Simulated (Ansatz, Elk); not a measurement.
# How far do independent atoms describe AsC?

Structure refinements treat a crystal as free atoms side by side. For a made-up structure of AsC (cell and positions from a PBEsol relaxation) the runs below show what the calculated density changes in F(hkl).

Program: Elk 11.2.3 (patched build). Level of theory: DFT, PBE, all-electron APW+lo, Dirac cores, scalar-relativistic bands, static density, no spin. Results are calculated unless marked as measured.

This account leaves out most program logs.

The structure was built from a prototype and need not be the compound's stable phase.

## (1) Set-up

The structure is orthorhombic, space group Fmm2 (No. 42). The conventional cell has a = 3.096 Å, b = 6.547 Å, c = 6.070 Å, α = 90.00°, β = 90.00°, γ = 90.00°. As has 3 C at 1.90 to 1.93 Å nearest. C has 3 As at 1.90 to 1.93 Å nearest. Farther neighbours are not listed.

Coordinates:

```cif
data_structure
_symmetry_space_group_name_H-M 'P 1'
_symmetry_Int_Tables_number 1
_cell_length_a 4.4640
_cell_length_b 3.4070
_cell_length_c 3.6211
_cell_angle_alpha 78.798
_cell_angle_beta 48.477
_cell_angle_gamma 52.725
_cell_volume 30.76
loop_
_atom_site_label
_atom_site_type_symbol
_atom_site_fract_x
_atom_site_fract_y
_atom_site_fract_z
_atom_site_occupancy
As1 As 0.67754 0.67754 0.32246 1
C2 C 0.99626 0.99626 0.00374 1
```

## (2) Ground state and structure factors

An all-electron density is needed, since X-rays see the cores too. Task 0 finds the density and task 195 Fourier-transforms it; tshift is off so that phases refer to the origin typed.

Input file elk.in:

```
tasks
  0
  195

xctype
  20

spinpol
  .false.

rgkmax
  7.0

gmaxvr
  14.0

lmaxo
  7

lmaxapw
  8

swidth
  0.002

tshift
  .false.

ramdisk
  .false.

hmaxvr
  5.5

maxscl
  120

epspot
  1e-06

sppath
  './'

avec
  0.00000000000 6.18602176474 5.73530618320
  2.92554947803 -0.00000000000 5.73530618320
  2.92554947803 6.18602176474 -0.00000000000

atoms
  2
  'As.in'
  1
  0.6775351178 0.6775351178 0.3224648822   0.000000 0.000000 0.000000
  'C.in'
  1
  -0.0037351178 -0.0037351178 1.0037351178   0.000000 0.000000 0.000000

ngridk
  9 9 9
```

The run is started by

```
$ OMP_NUM_THREADS=4 elk
```

It took 35 s on 4 threads of Arm Neoverse V2, shared host; peak memory 0.16 GiB.

SFACRHO.OUT:

```text

h k l indices transformed by vhmat matrix:
   1.000000000       0.000000000       0.000000000    
   0.000000000       1.000000000       0.000000000    
   0.000000000       0.000000000       1.000000000    

      h      k      l  multipl.   |H|            Re(F)            Im(F)           |F|

      0      0      0      1   0.0000000       39.000000      0.23178829E-17   39.000000    
      1      0      1      2   1.0157070       32.609766     -0.78143108E-14   32.609766    
     -1     -1      0      1   1.0955274      -12.611129      -21.671769       25.074013    
      1      1      0      1   1.0955274      -12.611129       21.671769       25.074013    
      0     -1      0      4   1.3080932      -7.7153620       23.806494       25.025507    
      0      0     -1      4   1.3080932      -7.7153620      -23.806494       25.025507    
     -2     -1     -1      2   1.4939347      -12.061822      -19.837264       23.216472    
      2      1      1      2   1.4939347      -12.061822       19.837264       23.216472    
      2      1      2      4   1.9427890      -7.4647255      -20.684214       21.989971    
      1      0      2      4   1.9427890      -7.4647255       20.684214       21.989971    
      2      1      0      4   2.0276756       24.515267       4.4220687       24.910901    
     -1     -2      0      4   2.0276756       24.515267      -4.4220687       24.910901    
     -2      0     -2      2   2.0314139       25.045864      0.12423141E-13   25.045864    
      0      1      1      2   2.1476941       24.197971      0.15454563E-13   24.197971    
     -2     -2      0      1   2.1910549      -3.1792591       21.201948       21.438990    
      2      2      0      1   2.1910549      -3.1792591      -21.201948       21.438990    
     -1      1     -2      2   2.3079911      -10.782104       16.685696       19.866208    
      1     -1      2      2   2.3079911      -10.782104      -16.685696       19.866208
```

Elk indexes on the primitive cell of elk.in and gives |H| = 4π sin θ/λ in inverse bohr. Below, one row stands for each form hkl of the conventional cell (m members, Friedel mates merged), F is for one primitive cell and the density is static (no thermal factor). Free-atom factors are Waasmaier and Kirfel's, and R is Σm||F|−|F'||/Σm|F|. Elk warned that it couldn't find a linearisation energy, which lowers the accuracy of some states in this run and its variants.

```tsv
hkl	m	sin θ/λ (Å⁻¹)	abs F, DFT	neutral atoms	diff.	abs of complex diff.
020	2	0.153	32.610	32.447	+0.163	0.163
002	2	0.165	25.074	25.207	-0.133	0.282
111	8	0.197	25.026	25.061	-0.035	0.277
022	4	0.225	23.216	23.321	-0.104	0.216
131	8	0.292	21.990	22.041	-0.051	0.090
113	8	0.305	24.911	24.958	-0.047	0.048
040	2	0.305	25.046	25.020	+0.026	0.026
200	2	0.323	24.198	24.351	-0.152	0.152
004	2	0.330	21.439	21.576	-0.137	0.157
042	4	0.347	19.866	19.925	-0.059	0.082
220	4	0.357	22.988	23.106	-0.118	0.118
202	4	0.363	19.399	19.509	-0.110	0.221
024	4	0.363	20.453	20.571	-0.118	0.128
133	8	0.374	22.418	22.468	-0.050	0.051
222	8	0.393	18.601	18.685	-0.084	0.150
151	8	0.423	18.335	18.367	-0.032	0.032
240	4	0.445	20.209	20.269	-0.060	0.060
115	8	0.449	16.865	16.880	-0.015	0.036
044	4	0.449	18.079	18.140	-0.061	0.062
060	2	0.458	19.830	19.861	-0.031	0.031
204	4	0.461	17.860	17.815	+0.044	0.052
242	8	0.474	16.543	16.590	-0.046	0.059
```

## (3) The highest occupied states alone

An energy window below the Fermi level keeps the highest occupied states, to see at which angles they scatter; shallow core shells can lie inside it and anion s states outside. No new self-consistency is needed.

Edit elk.in of step 2 so:

```diff
@@ -1,3 +1,2 @@
 tasks
-  0
   195
@@ -40,2 +39,5 @@
 
+wsfac
+  -0.110760 0.556730
+
 sppath
```

The run is started by

```
$ OMP_NUM_THREADS=4 elk
```

Wall time 1.9 s (4 threads); peak memory 0.16 GiB.

States within 10 eV below the Fermi level hold 5.89 electrons; any levels below the window count with the cores, and a count that is not whole means the window cuts a band. Their amplitudes can exceed the total, where window and core parts have opposite phase:

```tsv
hkl	sin θ/λ (Å⁻¹)	abs F, window	abs F, all
020	0.153	2.392	32.610
002	0.165	1.208	25.074
111	0.197	1.206	25.026
022	0.225	0.866	23.216
131	0.292	0.488	21.990
113	0.305	0.466	24.911
040	0.305	0.188	25.046
200	0.323	0.247	24.198
004	0.330	0.381	21.439
042	0.347	0.324	19.866
```

## (4) Another functional

The difference from free atoms is small, so it is set against the change that PBEsol makes.

Edit elk.in of step 3 so:

```diff
@@ -1,2 +1,3 @@
 tasks
+  0
   195
@@ -4,3 +5,3 @@
 xctype
-  20
+  22
 
@@ -39,5 +40,2 @@
 
-wsfac
-  -0.110760 0.556730
-
 sppath
```

The run is started by

```
$ OMP_NUM_THREADS=4 elk
```

Run time: 37 s. Hardware: 4 threads; peak memory 0.16 GiB; 2.4 min of CPU time.

Against the first run R = 0.03 %; the largest change is -0.019 at 020.

## (5) Basis size

A smaller basis shows how fast F responds to it; the change is likely larger than the basis error of the first run, but doesn't show convergence.

Edit elk.in of step 4 so:

```diff
@@ -5,3 +5,3 @@
 xctype
-  22
+  20
 
@@ -11,3 +11,3 @@
 rgkmax
-  7.0
+  5.5
```

The run is started by

```
$ OMP_NUM_THREADS=4 elk
```

It took 20 s on 4 threads; peak memory 0.16 GiB.

Against the first run R = 0.03 %; the largest change is +0.018 at 202.

## (6) A coarser k-mesh

About half the k-points along each axis test the sampling.

Edit elk.in of step 5 so:

```diff
@@ -11,3 +11,3 @@
 rgkmax
-  5.5
+  7.0
 
@@ -58,2 +58,2 @@
 ngridk
-  9 9 9
+  4 4 4
```

The run is started by

```
$ OMP_NUM_THREADS=4 elk
```

It took 7.6 s on 4 threads; peak memory 0.16 GiB; 21 s of CPU time.

Against the first run R = 0.01 %; the largest change is +0.025 at 020.

## (7) Settings against the effect

```tsv
run	R against the first run (%)	R against neutral atoms, low angle (%)	wall time
PBE, rgkmax 7	0.00	0.29	35 s
PBEsol	0.03	0.28	37 s
rgkmax 5.5	0.03	0.27	20 s
k-mesh 4×4×4	0.01	0.30	7.6 s
```

## (8) Outcome

```json
{
  "R against neutral atoms, sin θ/λ < 0.3 Å⁻¹": "0.29 %",
  "R against neutral atoms, 0.3 to 0.82 Å⁻¹": "0.18 %"
}
```

Independent neutral atoms miss the calculated amplitudes by R = 0.29 % below 0.3 Å⁻¹ and 0.18 % from there to 0.82 Å⁻¹; by shells, 0.29 % 0.15 to 0.3 (5 forms), 0.32 % 0.3 to 0.45 (14 forms), 0.15 % above 0.45 (76 forms). Bonding, aspherical density and the tables' own atoms all enter these figures, and the runs don't part them. The largest change of an amplitude is +0.16 electrons, at 020. R counts amplitudes alone; phases shift too. The window's part falls from 5.9 electrons at the origin to at most 0.10 between 0.45 and 0.82 Å⁻¹. Below 0.3 Å⁻¹ the changes that finished (PBEsol, rgkmax 5.5 and k-mesh 4×4×4) move F by R = 0.03 % at most, against the 0.29 % that separates it from free atoms. Part of the difference isn't bonding: the tables are fits to free atoms and ions calculated by other methods than this functional. Thermal motion, anomalous dispersion and extinction are left out.

[Logs are printed without paths, hosts, clocks, repeated set-up lines and the standing remarks that a program may print on its own settings, such as how far it seeks lower states.]

[Hosts, paths, dates, database ids (printed as entryN), source tags and the programs' standing remarks are cut or masked in the printed files.]
